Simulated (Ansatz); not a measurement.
## Ti2CO2 MXene monolayer in a perpendicular field

Wanted: the out-of-plane response of the Ti2CO2 MXene monolayer. A positive field points along +c.

Program: Ansatz 0.2.0. Level of theory: plane-wave DFT, PBE-D3(BJ), Ansatz PAW (set soft_1); PAW set soft_1. Results are calculated unless marked as measured.

Report form: the programs' logs are mostly left out.

### 1. Starting point

The cell holds 5 atoms: 2 O, 2 Ti and 1 C. Its edges and angles: a = 3.100 Å, b = 3.100 Å, c = 40.243 Å, α = 90.0°, β = 90.0°, γ = 120.0°. Vacuum lies along c.

### 2. Relaxing the slab

The starting cell is a guess, so the in-plane lattice and the atoms are relaxed first, with the slab cut off from its images along the normal.

Contents of input.yaml:

```yaml
crystal:
  lattice:
    - [3.10024, 0.0, 0.0]
    - [-1.55012, 2.6848865978, 0.0]
    - [0.0, 0.0, 40.2430602246]
  atoms:
    - { symbol: O, position: [0.3333333333, 0.6666666667, 0.4423122869] }
    - { symbol: Ti, position: [0.6666666667, 0.3333333333, 0.4696029054], spin: 1.0 }
    - { symbol: C, position: [0.0, 0.0, 0.5] }
    - { symbol: Ti, position: [0.3333333333, 0.6666666667, 0.5303970946], spin: 1.0 }
    - { symbol: O, position: [0.6666666667, 0.3333333333, 0.5576877131] }
  periodic: [true, true, false]
magnetization:
  spin_polarized: true
kpoints:
  mp_grid: { grid: [12, 12, 1] }
hamiltonian:
  xc: pbe
  dispersion: d3bj
  pseudopotentials: { kind: paw, azcp: { folder: soft_1 } }
scf:
  occupations: { method: fermi_dirac, width: 0.05 }
  convergence: { dr2_threshold: 1.0e-09 }
relax:
  f_tol: 0.004
  max_steps: 90
  cell: {}
output:
  write_potential: true
  write_density: true
  volumetric_format: npy
```

On the command line:

```console
$ ansatz run input.yaml --threads 2 --pin off --max-ram 3072MiB --backend cpu --events-out ev --progress --plain --runs-dir out
```

Elapsed: 66 s, on 2 threads of Intel Xeon 6975P-C (Granite Rapids), shared host; peak memory 0.86 GiB; 2.2 min of CPU time.

Relaxation path:

| step | energy less that of the first step (eV) | largest force component (eV/Å) | volume (Å³) |
| --- | --- | --- | --- |
| 1 | 0.0000 | 3.5621 | 334.97 |
| 2 | -0.7903 | 0.8175 | 317.96 |
| 3 | -0.8253 | 0.5486 | 319.47 |
| 4 | -0.8531 | 0.0641 | 316.04 |
| 5 | -0.8532 | 0.0359 | 316.08 |
| 6 | -0.8533 | 0.0004 | 316.01 |
| 7* | -0.8483 | 0.0016 | 316.01 |
| 8 | -0.8484 | 0.0007 | 315.72 |
| 9* | -0.8483 | 0.0007 | 315.72 |

Relaxation steps marked * repeat the geometry before them on a plane-wave basis chosen anew for their cell, so energy and pressure can jump there.

Forces are held to the 12 operations that the run works with; a distortion that breaks them can't arise in this run.

| cell as run | before | after | change |
| --- | --- | --- | --- |
| a (Å) | 3.100 | 3.010 | -2.9 % |
| b (Å) | 3.100 | 3.010 | -2.9 % |

The atoms that moved most (Å, along periodic axes as changes of fractional coordinates times the final cell, across vacuum about the mean position):

| atom | dx | dy | dz | length |
| --- | --- | --- | --- | --- |
| O5 | 0.000 | 0.000 | -0.105 | 0.105 |
| O1 | 0.000 | 0.000 | 0.105 | 0.105 |
| Ti4 | 0.000 | 0.000 | 0.079 | 0.079 |
| Ti2 | 0.000 | 0.000 | -0.079 | 0.079 |

Final coordinates:

```cif
data_structure
_symmetry_space_group_name_H-M 'P 1'
_symmetry_Int_Tables_number 1
_cell_length_a 3.0098
_cell_length_b 3.0098
_cell_length_c 40.2431
_cell_angle_alpha 90.000
_cell_angle_beta 90.000
_cell_angle_gamma 120.000
_cell_volume 315.72
loop_
_atom_site_label
_atom_site_type_symbol
_atom_site_fract_x
_atom_site_fract_y
_atom_site_fract_z
_atom_site_occupancy
O1 O 0.33333 0.66667 0.44493 1
Ti2 Ti 0.66667 0.33333 0.46765 1
C3 C 0.00000 0.00000 0.50000 1
Ti4 Ti 0.33333 0.66667 0.53235 1
O5 O 0.66667 0.33333 0.55507 1
```

This step gave:

- energy at zero smearing: -6391.5932 eV

The lattice constant a goes from 3.100 to 3.010 Å.

### 3. Atoms held, field 0

A sawtooth potential applies the field, turning back in the middle of the vacuum. With the dipole correction the typed value is the field outside the slab. The induced dipole is small, so the SCF threshold is tight.

The cell differs from the one that the last finished run ended in (c 40.243 → 22.432 Å).

Contents of input.yaml:

```yaml
crystal:
  lattice:
    - [3.0098224395, 0.0, 0.0]
    - [-1.5049112198, 2.6065826935, 0.0]
    - [0.0, 0.0, 22.4322786106]
  atoms:
    - { symbol: O, position: [0.3333333333, 0.6666666667, 0.4012075704] }
    - { symbol: Ti, position: [0.6666666667, 0.3333333333, 0.4419586946] }
    - { symbol: C, position: [0.0, 0.0, 0.5] }
    - { symbol: Ti, position: [0.3333333333, 0.6666666667, 0.5580413054] }
    - { symbol: O, position: [0.6666666667, 0.3333333333, 0.5987924296] }
kpoints:
  mp_grid: { grid: [18, 18, 1] }
  band_path:
    path: [[0, 0, 0], [0.5, 0, 0], [0.33333333, 0.33333333, 0], [0, 0, 0]]
    npoints: 16
hamiltonian:
  xc: pbe
  dispersion: d3bj
  pseudopotentials: { kind: paw, azcp: { folder: soft_1 } }
scf:
  occupations: { method: fermi_dirac, width: 0.02585 }
  convergence: { dr2_threshold: 1.0e-10 }
efield:
  axis: 3
  dipole_correction: true
  ramp_position: 0.97
  ramp_width: 0.06
  amplitude: 0
output:
  dos: { projected: true, e_range: [-6, 5] }
  write_potential: true
  write_density: true
  volumetric_format: npy
  elf: true
```

The job ended after 10 s (2 threads; peak memory 0.62 GiB; 20 s of CPU time).

Numbers from this step:

| Property | Result |
| --- | --- |
| dipole along the normal | 2.26e-6 e·Å |
| gap along the path | 0.3045 eV |
| smallest direct gap along the path | 0.6630 eV |
| ionisation energy, upper face | 5.834 eV |
| electron affinity, upper face | 5.529 eV |
| gap, the smaller of path and mesh | 0.3045 eV |

Running mean over a fixed 2.5 Å (it still follows the layers) of the planar mean; the ramp of the sawtooth is left out. The electron's electrostatic potential energy less the Fermi level by z:

| z (Å) | electron's electrostatic potential energy less the Fermi level (eV) |
| --- | --- |
| 3 | 5.70 |
| 4 | 5.70 |
| 5 | 5.70 |
| 6 | 5.69 |
| 7 | 5.49 |
| 8 | 1.43 |
| 9 | -6.10 |
| 10 | -10.4 |
| 11 | -9.53 |
| 12 | -10.3 |
| 13 | -8.50 |
| 14 | -1.84 |
| 15 | 4.55 |
| 16 | 5.67 |
| 17 | 5.70 |
| 18 | 5.70 |
| 19 | 5.70 |

The density of states has structure finer than the step of the table below, so its rows give means over 0.2 eV, whole bins alone (the curve runs from -6 to 1.09 eV). Peaks (eV: height): -5.67: 8.72, -5.39: 11.0, -4.98: 8.42, -4.65: 14.7, -4.48: 17.8, -4.24: 18.0, -2.06: 7.72.

The density of states by energy, zero at the Fermi level of the run, which the smearing sets inside the gap; means over each step:

| energy (eV) | density of states (states/eV a cell) |
| --- | --- |
| -5.8 | 4.24 |
| -5.6 | 5.84 |
| -5.4 | 4.82 |
| -5.2 | 4.09 |
| -5.0 | 5.18 |
| -4.8 | 7.50 |
| -4.6 | 9.55 |
| -4.4 | 5.45 |
| -4.2 | 6.62 |
| -4.0 | 1.23 |
| -3.8 | 0.119 |
| -3.6 | 1.54 |
| -3.4 | 1.94 |
| -3.2 | 2.40 |
| -3.0 | 2.42 |
| -2.8 | 1.95 |
| -2.6 | 1.92 |
| -2.4 | 2.09 |
| -2.2 | 2.98 |
| -2.0 | 3.54 |
| -1.8 | 2.92 |
| -1.6 | 1.60 |
| -1.4 | 1.22 |
| -1.2 | 1.73 |
| -1.0 | 0.581 |
| -0.8 | 0.337 |
| -0.6 | 0.235 |
| -0.4 | 0.174 |
| -0.2 | 0.0507 |
| 0.0 | 0 |
| 0.2 | 0.784 |
| 0.4 | 2.00 |
| 0.6 | 4.05 |
| 0.8 | 2.33 |

Projected DOS per atom over height of the atomic layer and energy from the Fermi level. Layers: O Ti C Ti O from below.

Values in states/eV, 22 rows by 5 columns, each cell a mean:
```
0.08 0.62 0.09 0.62 0.08
0.25 1.45 0.16 1.45 0.25
0.17 0.49 0.04 0.49 0.17
0.00 0.01 0.00 0.01 0.00
0.02 0.02 0.06 0.02 0.02
0.03 0.05 0.11 0.05 0.03
0.12 0.09 0.30 0.09 0.12
0.24 0.19 0.60 0.19 0.24
0.24 0.33 0.92 0.33 0.24
0.43 0.43 1.43 0.43 0.43
0.35 0.37 1.14 0.37 0.35
0.25 0.29 0.80 0.29 0.25
0.41 0.35 0.81 0.35 0.41
0.44 0.39 0.74 0.39 0.44
0.28 0.23 0.38 0.23 0.28
0.22 0.05 0.05 0.05 0.22
2.38 0.43 0.27 0.43 2.38
2.90 1.07 0.58 1.07 2.90
1.91 0.86 0.98 0.86 1.91
1.09 0.54 0.42 0.54 1.09
1.91 0.74 0.19 0.74 1.91
1.23 0.67 0.57 0.67 1.23
```
Columns: height of the atomic layer (Å) from 9 to 13.4 (not evenly spaced); rows upwards: energy from the Fermi level (eV) from -5.96 to 1.06.

Electronic bands along the path, in eV, zero at the Fermi level of the run, which the smearing sets inside the gap:

| point | band 17 | band 18 | band 19 | band 20 | band 21 | band 22 | band 23 | band 24 |
| --- | --- | --- | --- | --- | --- | --- | --- | --- |
| Γ | -4.65 | -1.28 | -0.14 | -0.14 | 0.53 | 0.53 | 1.35 | 1.35 |
| halfway | -4.08 | -3.01 | -1.56 | -1.54 | 0.45 | 1.35 | 1.67 | 2.27 |
| M | -4.22 | -3.73 | -2.03 | -1.66 | 0.17 | 1.46 | 2.09 | 2.13 |
| halfway | -4.27 | -3.57 | -2.63 | -2.32 | 0.75 | 1.48 | 1.78 | 2.25 |
| K | -4.23 | -3.31 | -3.01 | -3.01 | 1.05 | 1.48 | 1.48 | 2.30 |
| halfway | -4.05 | -3.01 | -2.29 | -1.72 | 0.66 | 1.52 | 1.77 | 2.10 |
| Γ | -4.65 | -1.28 | -0.14 | -0.14 | 0.53 | 0.53 | 1.35 | 1.35 |

Valence density in the ca plane at fractional y = 0.333, with atoms of Ti and O within 0.2 Å of it. It is the smooth field of the valence electrons, not physical close to the nuclei.

Values in units of 1e0 e/Å³, 5 rows by 16 columns, each cell a mean:
```
0.0 0.0 0.0 0.0 0.0 0.0 0.3 2.8 0.6 0.2 1.0 1.2 0.0 0.0 0.0 0.0
0.0 0.0 0.0 0.0 0.0 0.0 0.5 8.2 1.4 0.2 2.6 3.8 0.1 0.0 0.0 0.0
0.0 0.0 0.0 0.0 0.0 0.0 0.3 2.9 0.6 0.2 1.0 1.3 0.0 0.0 0.0 0.0
0.0 0.0 0.0 0.0 0.0 0.0 0.4 0.3 0.4 0.5 0.4 0.1 0.0 0.0 0.0 0.0
0.0 0.0 0.0 0.0 0.0 0.0 0.4 0.3 0.4 0.5 0.4 0.1 0.0 0.0 0.0 0.0
```
Columns run along c (16.0 Å, from fractional 0.11 to 0.83 of the cell), rows up along a (3.0 Å). Atoms in or near the plane, at fractional coordinates: Ti at (0.44, 0.67), O at (0.60, 0.67).

ELF in the ca plane at fractional y = 0.333, with atoms of Ti and O within 0.2 Å of it. It is the smooth field of the valence electrons, not physical close to the nuclei.

Ten even steps from '0' (0.00) to '9' (0.82), each cell a mean:
```
00000000000000000012213552354213799852000000
00000000000000000000028886122127989973100000
00000000000000000000038787111138848984100000
00000000000000000000017886122126989973100000
00000000000000000012322442365212688741000000
00000000000000000135774114786321123210000000
00000000000000000136886226897322100000000000
00000000000000000025663113786211134310000000
```
Columns run along c (16.0 Å, from fractional 0.06 to 0.78 of the cell), rows up along a (3.0 Å). Atoms in or near the plane, at fractional coordinates: Ti at (0.44, 0.67), O at (0.60, 0.67).

Electrostatic potential energy in the ca plane at fractional y = 0.333, with atoms of Ti and O within 0.2 Å of it. With pseudopotentials it is smooth inside the atoms' cores, unlike the true potential.

Values in eV, 5 rows by 16 columns, each cell a mean:
```
  5   5   5   5   5   5   5  -3 -31 -14   0  -7 -13   5   5   5
  5   5   5   5   5   5   4  -8 -39 -23   1 -15 -32   5   5   5
  5   5   5   5   5   5   5  -3 -31 -14  -1  -8 -14   5   5   5
  5   5   5   5   5   5   5   1  -5  -2  -5 -13   1   5   5   5
  5   5   5   5   5   5   5   1  -4  -2  -5 -13   1   5   5   5
```
Columns run along c (16.0 Å, from fractional 0.06 to 0.78 of the cell; values clipped at the 3rd and 97th percentile), rows up along a (3.0 Å). Atoms in or near the plane, at fractional coordinates: Ti at (0.44, 0.67), O at (0.60, 0.67).

The gap is 0.30 eV, with the valence edge 5.83 eV and the conduction edge 5.53 eV under the upper vacuum level.

### 4. Single point, field 0.1 V/Å

input.yaml, as its differences from that of step 3:

```diff
@@ -26,7 +26,6 @@
   dipole_correction: true
-  ramp_position: 0.97
-  ramp_width: 0.06
-  amplitude: 0
+  ramp_position: 0.9331
+  ramp_width: 0.1337
+  amplitude: 0.1
 output:
-  dos: { projected: true, e_range: [-6, 5] }
   write_potential: true
@@ -34,2 +33 @@
   volumetric_format: npy
-  elf: true
```

Wall time 9.7 s (2 threads); peak memory 0.56 GiB; 19 s of CPU time.

The dipole is 0.0235 e·Å, and the gap 0.304 eV.

### 5. Single point, field -0.1 V/Å

input.yaml, as its differences from that of step 4:

```diff
@@ -28,3 +28,3 @@
   ramp_width: 0.1337
-  amplitude: 0.1
+  amplitude: -0.1
 output:
```

Run time: 9.8 s. Hardware: 2 threads; peak memory 0.56 GiB; 19 s of CPU time.

The dipole is -0.0235 e·Å, and the gap 0.304 eV.

### 6. Response, atoms held

This step: plane-wave DFT, PBE-D3(BJ), Ansatz PAW (set soft_1); response to a field along the normal, atoms held; PAW set soft_1 (Ansatz 0.2.0).

The dipoles give the slope, and the difference of two potentials shows where the field is screened.

This step gave:

| Item | Value |
| --- | --- |
| equivalent conductor thickness p/(ε₀AE) | 5.428 Å |
| distance between the outer atoms | 4.432 Å |

Table of dipole of the cell by applied field:

| applied field (V/Å) | dipole of the cell (e·Å) |
| --- | --- |
| -0.1000 | -0.0235 |
| 0.0000 | 2.3e-6 |
| 0.1000 | 0.0235 |

Local field over the applied field, running mean. From the potentials at -0.1 and 0.1 V/Å; running mean over 2.5 Å. The local field over applied field by z:

z (Å), local field over applied field and a bar:
```
      4.5      1.000 ##############################
      5.0      0.999 ##############################
      5.5      0.998 ##############################
      6.0      0.992 ##############################
      6.5      0.974 #############################
      7.0      0.921 ############################
      7.5      0.809 ########################
      8.0      0.654 ###################
      8.5      0.479 ##############
      9.0      0.313 ########
      9.5      0.176 ####
     10.0      0.092 ##
     10.5      0.053 
     11.0      0.045 
     11.5      0.045 
     12.0      0.056 
     12.5      0.101 ##
     13.0      0.192 #####
     13.5      0.334 #########
     14.0      0.503 ##############
     14.5      0.677 ####################
     15.0      0.827 #########################
     15.5      0.931 ############################
     16.0      0.978 #############################
     16.5      0.993 ##############################
     17.0      0.998 ##############################
     17.5      1.000 ##############################
     18.0      1.000 ##############################
```

Electrons, planar mean, per unit field. Table of induced electron density by z:

| z (Å) | induced electron density (e/Å³ per V/Å) |
| --- | --- |
| 4.5 | 5.5e-7 |
| 5.0 | 2.0e-6 |
| 5.5 | 7.6e-6 |
| 6.0 | 2.8e-5 |
| 6.5 | 1.0e-4 |
| 7.0 | 3.5e-4 |
| 7.5 | 0.00109 |
| 8.0 | 0.00279 |
| 8.5 | 0.00360 |
| 9.0 | 0.00151 |
| 9.5 | 7.4e-4 |
| 10.0 | -1.2e-4 |
| 10.5 | 6.4e-4 |
| 11.0 | 5.4e-5 |
| 11.5 | -1.1e-4 |
| 12.0 | -6.2e-4 |
| 12.5 | 1.6e-4 |
| 13.0 | -0.00101 |
| 13.5 | -0.00154 |
| 14.0 | -0.00374 |
| 14.5 | -0.00251 |
| 15.0 | -9.5e-4 |
| 15.5 | -3.0e-4 |
| 16.0 | -8.6e-5 |
| 16.5 | -2.4e-5 |
| 17.0 | -6.3e-6 |
| 17.5 | -1.7e-6 |
| 18.0 | -4.6e-7 |

The smaller of the gaps on the path and on the k-mesh, counted as 0 under 0.03 eV. The gap stays at 0.304 eV for applied field from -0.1 to 0.1 V/Å.

By hand: between -0.1 and 0.1 V/Å the dipole changes by 0.04707 e·Å, a slope of 0.2354 e·Å²/V. A perfect conductor of thickness t has p = ε₀AEt, so t = 180.95 × 0.2354 / 7.845 = 5.43 Å (e/ε₀ = 180.95 V·Å, A in Å²).

The induced dipole is that of a conductor 5.43 Å thick.

### 7. Summary of results

```
gap without field                          : 0.304 eV
ionisation energy, upper face              : 5.83 eV
electron affinity, upper face              : 5.53 eV
equivalent conductor thickness, atoms held : 5.43 Å
```

**Reading.** The induced dipole equals that of a perfect conductor 5.43 Å thick, while the outer atoms lie 4.43 Å apart; an out-of-plane ε follows only once a thickness t is chosen, by 1 − 1/ε = 5.43 Å / t. The gap stays within 0.01 eV of 0.30 eV over the fields run, up to 0.1 V/Å in size. Semilocal functionals give gaps that are too small, and excitons are not included. The MXene's terminations sit over the metal atoms of its far layer; the site over carbon or nitrogen, which some compounds prefer, was not run.

[Logs are printed without paths, hosts, clocks, repeated set-up lines and the standing remarks that a program may print on its own settings, such as how far it seeks lower states.]

[Hosts, paths, dates, database ids (printed as entryN), source tags and the programs' standing remarks are cut or masked in the printed files.]

[Maps of the electrostatic potential energy from Ansatz leave out the sawtooth potential of an applied field or a dipole correction, so their vacuum need not be flat; planar profiles and work functions include it.]

[The density of states shown here was stored with 400 of the rows of the run's finer table, so its peaks can read low, often by over a quarter, or be missed, and its means over a window can be off by a tenth or more.]
